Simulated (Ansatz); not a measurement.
# InH (model cell, started as wurtzite): a soft mode frozen in, part 3 of 3

Wanted: the energy along a soft mode of InH (model cell, started as wurtzite) and the structure at the end.

Ansatz 0.2.0; DFT PBEsol, scalar-relativistic, plane waves, PAW.

So far. Step 4 (The mode frozen in, largest atomic shift 0.45 Å): The run ends at a pressure of 0.08 GPa, with forces up to 0.17 eV/Å. Step 5 (Energy along the mode, all amplitudes (two of the runs …): The lowest of the steps tried is at 0.45 Å, 31.7 meV/atom below the parent; the bottom of the well need not coincide with a step.

The structure was built from a prototype and need not be the compound's stable phase.

## (6) Relaxing from the distorted cell (continued)

The steps of the relaxation (22 of 24):

```
step  energy less that of the first step (eV)  largest force component (eV/Å)  pressure (GPa)  volume (Å³)
   1                                   0.0000                          0.1275            0.08       188.52
   2                                  -0.0792                          0.2312           -0.80       190.21
   3                                  -0.1737                          0.0137           -0.61       192.67
   4                                  -0.1937                          0.1620            1.06       186.58
   5                                  -0.3169                          0.1606            1.10       188.02
   6                                  -0.4287                          0.1272           -0.17       190.16
   8                                  -0.4989                          0.0279           -0.08       190.52
   9                                  -0.4995                          0.0116            0.38       188.01
  10                                  -0.5018                          0.0067           -0.01       189.81
  11                                  -0.5024                          0.0070            0.05       189.40
  12                                  -0.5024                          0.0025           -0.01       189.64
  13                                  -0.5024                          0.0014            0.00       189.58
 14*                                  -0.5856                          0.0048            0.64       189.58
  15                                  -0.6203                          0.0120            0.42       191.31
  16                                  -0.6440                          0.0166            0.08       194.25
  17                                  -0.6399                          0.0211           -0.44       197.36
  19                                  -0.6469                          0.0034            0.01       194.77
  20                                  -0.6469                          0.0027            0.00       194.76
  21                                  -0.6469                          0.0005            0.00       194.87
 22*                                  -0.6519                          0.0012            0.00       194.87
  23                                  -0.6519                          0.0011           -0.01       194.95
 24*                                  -0.6520                          0.0011           -0.01       194.95
```

Relaxation steps marked * repeat the geometry before them on a plane-wave basis chosen anew for their cell, so energy and pressure can jump there. Other such steps can lie between the rows shown. Relaxation steps 9, 17 were tried and not accepted.

The run keeps the 12 symmetry operations that it works with, so distortions that break them were not tested.

```
     cell as run  before  after   change
           a (Å)   5.647  6.886  +21.9 %
           b (Å)   5.647  6.886  +21.9 %
           c (Å)   6.827  4.747  -30.5 %
volume (Å³/atom)   15.71  16.25   +3.4 %
```

The atoms that moved most (Å, as changes of fractional coordinates times the final cell):

```
atom      dx      dy      dz  length
  H9   0.254   0.147   0.233   0.375
 H12   0.000   0.293   0.233   0.375
  H8   0.000  -0.293   0.233   0.375
 H11  -0.254  -0.147   0.233   0.375
 H10   0.254  -0.147   0.233   0.375
  H7  -0.254   0.147   0.233   0.375
 In4  -0.064   0.037  -0.233   0.245
 In1   0.064  -0.037  -0.233   0.245
```

Final coordinates:

```cif
data_structure
_symmetry_space_group_name_H-M 'P 1'
_symmetry_Int_Tables_number 1
_cell_length_a 6.8863
_cell_length_b 6.8863
_cell_length_c 4.7471
_cell_angle_alpha 90.000
_cell_angle_beta 90.000
_cell_angle_gamma 60.000
_cell_volume 194.95
loop_
_atom_site_label
_atom_site_type_symbol
_atom_site_fract_x
_atom_site_fract_y
_atom_site_fract_z
_atom_site_occupancy
In1 In 0.67766 0.33333 0.99047 1
In2 In 0.98900 0.67766 0.99047 1
In3 In 0.33333 0.98900 0.99047 1
In4 In 0.98900 0.33333 0.49047 1
In5 In 0.33333 0.67766 0.49047 1
In6 In 0.67766 0.98900 0.49047 1
H7 H 0.54440 0.33333 0.38453 1
H8 H 0.12227 0.54440 0.38453 1
H9 H 0.33333 0.12227 0.38453 1
H10 H 0.12227 0.33333 0.88453 1
H11 H 0.33333 0.54440 0.88453 1
H12 H 0.54440 0.12227 0.88453 1
```

This step gave:

```yaml
pressure: -0.009131 GPa
volume_per_atom: 16.25 Å³
```

The distorted start has space group P6_3cm; the relaxation ends in P6_3cm.

## (7) Results

```
unstable mode of the parent                                                      : q = (0.333, 0.333, 0), 541i cm⁻¹
depth at the lowest point sampled                                                : 31.7 meV/atom
largest atomic shift at that point                                               : 0.45 Å
space group reached (within 0.01 Å)                                              : P6_3cm
energy gained over the parent (first relaxation, on the mesh of the frozen mode) : 85.9 meV/atom
volume per atom, phase reached                                                   : 16.2 Å³
```

In words: Along this mode the structure falls into P6_3cm, 85.9 meV/atom below the parent. At the parent's cell the well is 31.67 meV/atom deep on the steps tried, with its lowest point at a shift of 0.45 Å. Relaxing atoms and cell changes the gain by +54.23 meV/atom against the lowest step (energies at zero smearing). Most of the total comes from this relaxation. The modes of the phase reached were not computed on this path. Each path keeps the symmetry of its pattern, so a lower phase may lie along a pattern not tried. With no gap, or one that is small against the smearing, the frequencies hang on the k mesh and the smearing, most of all near Kohn anomalies. The starting cell was built on a prototype and not taken from a measurement, so the phase need not exist.

[Logs are printed without paths, hosts, clocks, repeated set-up lines and the standing remarks that a program may print on its own settings, such as how far it seeks lower states.]

[Hosts, paths, dates, database ids (printed as entryN), source tags and the programs' standing remarks are cut or masked in the printed files.]
